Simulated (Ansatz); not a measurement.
# BP (F-43m): zone-centre modes under pressure, part 3 of 3

Aim: how do the optical modes of BP (F-43m) move with volume?

Ansatz 0.2.0; DFT LDA, scalar-relativistic, plane waves, PAW; PAW set soft_1.

So far, mean static dielectric tensor (ions relaxed, fixed cell): step 4 (modes at rest) 9.35; step 6 (volume ratio 1.06) 9.31.

## Step 8: Modes of this member: 0.9 times the volume at rest

The zone-centre modes follow for 0.9 times the volume at rest, with the response to a field.

input.yaml

```yaml
crystal:
  lattice:
    - [0.0, 2.1678048226, 2.1678048226]
    - [2.1678048226, 0.0, 2.1678048226]
    - [2.1678048226, 2.1678048226, 0.0]
  atoms:
    - { symbol: B, position: [0.0, 0.0, 0.0] }
    - { symbol: P, position: [0.75, 0.75, 0.75] }
kpoints:
  mp_grid: { grid: [12, 12, 12] }
hamiltonian:
  xc: lda
  pseudopotentials: { kind: paw, azcp: { folder: soft_1 }, xc_functional: pbe }
scf:
  occupations: { method: fixed }
output:
  eigenvalues: true
phonons:
  method: dfpt
  dielectric: true
  rigid_motions: translations
```

Run with:

```
> ansatz run input.yaml --threads 4 --pin off --max-ram 10240MiB --backend cpu --events-out ev --progress --plain --runs-dir out
```

Numbers of over 12 decimals in the logs are rounded to 6 here.

Output:

```text
[...]
Crystal: 2 atoms, lattice volume = 20.375 Å³
Basis set: ecut = 420 eV, 411 PW (Γ), exchange–correlation on 48×48×48 points (8 copies of the dense FFT grid, shifted against one another)
Bands: 8, of which v1, the nominal top of the filled ones, is band 4 counted from 1 (3 counted from 0)
Symmetry: 24 space group operations
k-points: 280 of 1728 (irreducible under 4 space group operations, time reversal used)
[...]
optical modes at Γ + LO–TO along q̂ = [1.0000, 0.0000, 0.0000]:
      ω (cm⁻¹)  modes    IR ((D/Å)²/amu)
[...]
optical modes at Γ + LO–TO along q̂ = [0.0000, 1.0000, 0.0000]:
      ω (cm⁻¹)  modes    IR ((D/Å)²/amu)
        911.65      2             5.6225
        929.08      1             2.8112
  optical modes at Γ + LO–TO along q̂ = [0.0000, 0.0000, 1.0000]:
      ω (cm⁻¹)  modes    IR ((D/Å)²/amu)
        911.65      2             5.6225
        929.08      1             2.8112
[key lines of the parts left out:]
SCF converged after 7 iterations
Free energy (F): -876.490930 eV
Fermi energy:    10.978176 eV
```

It took 11 s on 4 threads of Arm Neoverse V1, shared host; peak memory 0.49 GiB; 38 s of CPU time.

This step gave:

| Quantity | Value |
| --- | --- |
| sum-rule residual before enforcement | 2.59e-4 eV/Å² |
| miss of the charge sum rule | 9.63e-5 e |
| estimated error of the dielectric tensor | 0.02540 |
| estimated error of the Born charges | 0.005426 e |
| highest optical mode at the zone centre (no LO-TO term) | 911.6 cm⁻¹ |
| lowest optical zone-centre mode | 911.6 cm⁻¹ |
| mean high-frequency dielectric constant | 9.171 |
| largest Born charge (third of the trace) | -0.9882 e |
| mean static dielectric constant | 9.526 |
| top of the zone-centre spectrum with the field | 929.1 cm⁻¹ |

Without the LO-TO term. Patterns of degenerate modes are one choice out of their space. Modes at Γ, with each element's share of the kinetic energy:

```
mode  frequency (cm⁻¹)  symmetry  B %  P %
   1               0.0  acoustic   26   74
   2               0.0  acoustic   26   74
   3               0.0  acoustic   26   74
   4             911.6        T2   74   26
   5             911.6        T2   74   26
   6             911.6        T2   74   26
```

Transverse modes. Infrared lines, with heights relative to the strongest:

```
position (cm⁻¹)  label  relative intensity
            912     T2                 100
```

The optical mode without the LO-TO term lies at 911.6 cm⁻¹.

## Step 9: The series together

The members are set side by side, also those not shown above.

Each row is one cell with its response, relaxed at fixed volume as far as symmetry leaves anything free; energies are extrapolated to zero smearing, and E0 is that at rest; shape and atoms are relaxed in each cell where symmetry leaves them free. State of the crystal along the series:

```
volume ratio  V (Å³/atom)  pressure (GPa)  E - E0 (meV/atom)  gap on mesh (eV)     ε∞     ε0  largest Born charge in size, a third of the trace (e)  top mode with the field, highest of q along x, y and z (cm⁻¹)
         0.9        10.19           22.52              73.25             1.006  9.171  9.526                                                 0.9882                                                          929.1
        0.92        10.41           17.12               45.3             1.035   9.17   9.48                                                 0.9148                                                          907.1
        0.94        10.64           12.21              24.65             1.064   9.17  9.439                                                 0.8434                                                          886.1
        0.96        10.87           7.742               10.6             1.091  9.172  9.404                                                 0.7738                                                            866
        0.98        11.09           3.687              2.573             1.118  9.177  9.374                                                 0.7061                                                          846.7
        0.99        11.21           1.799             0.6373             1.131   9.18  9.361                                                  0.673                                                          837.4
           1        11.32         6.82e-5                  0             1.144  9.184  9.349                                                 0.6402                                                          828.2
        1.02        11.55          -3.352               2.41             1.169  9.194   9.33                                                 0.5761                                                          810.6
        1.04        11.77          -6.399              9.334             1.192  9.206  9.316                                                 0.5135                                                          793.6
        1.06           12          -9.168              20.36             1.216  9.221  9.309                                                 0.4526                                                          777.3
```

Without the LO-TO term; each mode is tracked from rest by its pattern, and modes that stay within 0.3 cm⁻¹ of each other stand once; shape and atoms are relaxed in each cell where symmetry leaves them free. Optical modes along the series:

```
V (Å³/atom)  mode 4 T2 (cm⁻¹)
      10.19             911.6
      10.41             892.1
      10.64             873.4
      10.87             855.2
      11.09             837.8
      11.21             829.3
      11.32             820.9
      11.55             804.6
      11.77             788.9
         12             773.7
```

From cubic fits (parabolas where under five rows exist) of ln ω and P against ln V through the rows within about 4 % of rest: γ = −d ln ω / d ln V and dω/dP = γ ω / B. Slopes at rest:

```
             mode  fitted frequency at rest (cm⁻¹)  Grüneisen parameter γ  dω/dP (cm⁻¹/GPa)
        mode 4 T2                            820.9                   1.01              4.71
longitudinal mode                            828.3                   1.09              5.14
```

## Step 10: Outcome

```yaml
members: 10
highest_optical_mode_at_the_zone_centre_no_lo_to_term_at_rest: 820.9 cm⁻¹
bulk_modulus_at_rest: 176 GPa
mode_4_t2_gamma: 1.01
longitudinal_mode_gamma: 1.09
```

What this shows: The series spans -9.2 to 22.5 GPa, and the slope at rest gives a bulk modulus of 176 GPa. The transverse optical mode has γ = 1.01 and moves by 4.7 cm⁻¹ for each GPa, the longitudinal one has γ = 1.09 and moves by 5.1. ε∞ is 9.18 at rest, with d ln ε∞ / d ln V = 0.04. One k mesh and one cutoff serve the ground states and modes of all volumes; the field response picks its own mesh. These are harmonic frequencies at zero temperature: anharmonic shifts, linewidths and thermal expansion are left out. The PAW files were made for PBE; the program adapts parts of them to the functional of the run, but their partial waves stay those of PBE, an approximation that was not tested in this session. Only the zone centre was solved, so an instability at another wavevector cannot show here.

[Logs are printed without paths, hosts, clocks, repeated set-up lines and the standing remarks that a program may print on its own settings, such as how far it seeks lower states.]

[Hosts, paths, dates, database ids (printed as entryN), source tags and the programs' standing remarks are cut or masked in the printed files.]
